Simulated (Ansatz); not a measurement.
Entries from a set of simulations; values are calculated unless marked as measured.

## MoS2 (P6_3/mmc): band gap by G0W0 on HSE06

The structure is hexagonal, space group P6_3/mmc (No. 194). Conventional cell: a = 3.169 Å, b = 3.169 Å, c = 12.324 Å, α = 90.00°, β = 90.00°, γ = 120.00°. Nearest to Mo lie 6 S at 2.41 Å. Nearest to S lie 3 Mo at 2.41 Å. Farther neighbours and most contacts between anions are not listed.

```yaml
method: G0W0 on HSE06, plane waves, PAW (and 1 further level or step)
program: Ansatz 0.2.0
settings_of_one_run: cutoff 420 eV, 6×6×2 k-mesh, default PAW, empty bands 848, screening cutoff 230 eV, screening contour deformation, QP bands (v2, c2)
cost: 2 runs, 2.7 min in all on 1 × NVIDIA H100 80GB HBM3 (shared by 3 runs) with 3 threads of AMD EPYC 7R13 (Zen 3), shared host (the runs of this entry)
notes: The database entry behind the starting cell differs from later determinations by our own check (about 0.3 % long). In doubt: masses and optical values from hybrid runs of this build are listed as unsure (in some of the runs), which bears on the screening that GW takes from such a start. The cell and positions come from the Crystallography Open Database and are kept as given unless a step says otherwise. Limits: no spin-orbit coupling. Bands and cutoff are finite, so the gap is not at the basis limit. The miss can reach some tenths of an eV and take either sign; the mesh is an error of its own.
hse06_gap: 1.44 eV, indirect
g0w0_gap_on_the_mesh: 1.48 eV, from k = Γ to k = (0.167, 0.167, 0.000)
gw_settings: 6×6×2 mesh, 848 empty bands, screening to 230 eV
known_limits: not at the basis limit; no spin-orbit coupling
```

The correction moves the gap on the mesh from 1.44 eV to 1.48 eV (+0.04 eV): the valence edge shifts by −0.07 eV and the conduction edge by −0.04 eV on the run's own scale. Z is 0.76 and 0.77 at the edges, as usual for well-defined quasiparticles.

[Paths, hosts, dates, memory and timing lines, banners, echoed tables and standing remarks are left out of the program output.]

[Logs are printed without paths, hosts, clocks, repeated set-up lines and the standing remarks that a program may print on its own settings, such as how far it seeks lower states.]

[Runs of the session that timed out or met a known fault of the program may be left out.]

[Cells called generated may have been cut or substituted from an entry of the Crystallography Open Database or the Materials Project.]

[Hosts, paths, dates, database ids (printed as entryN), source tags and the programs' standing remarks are cut or masked in the printed files.]
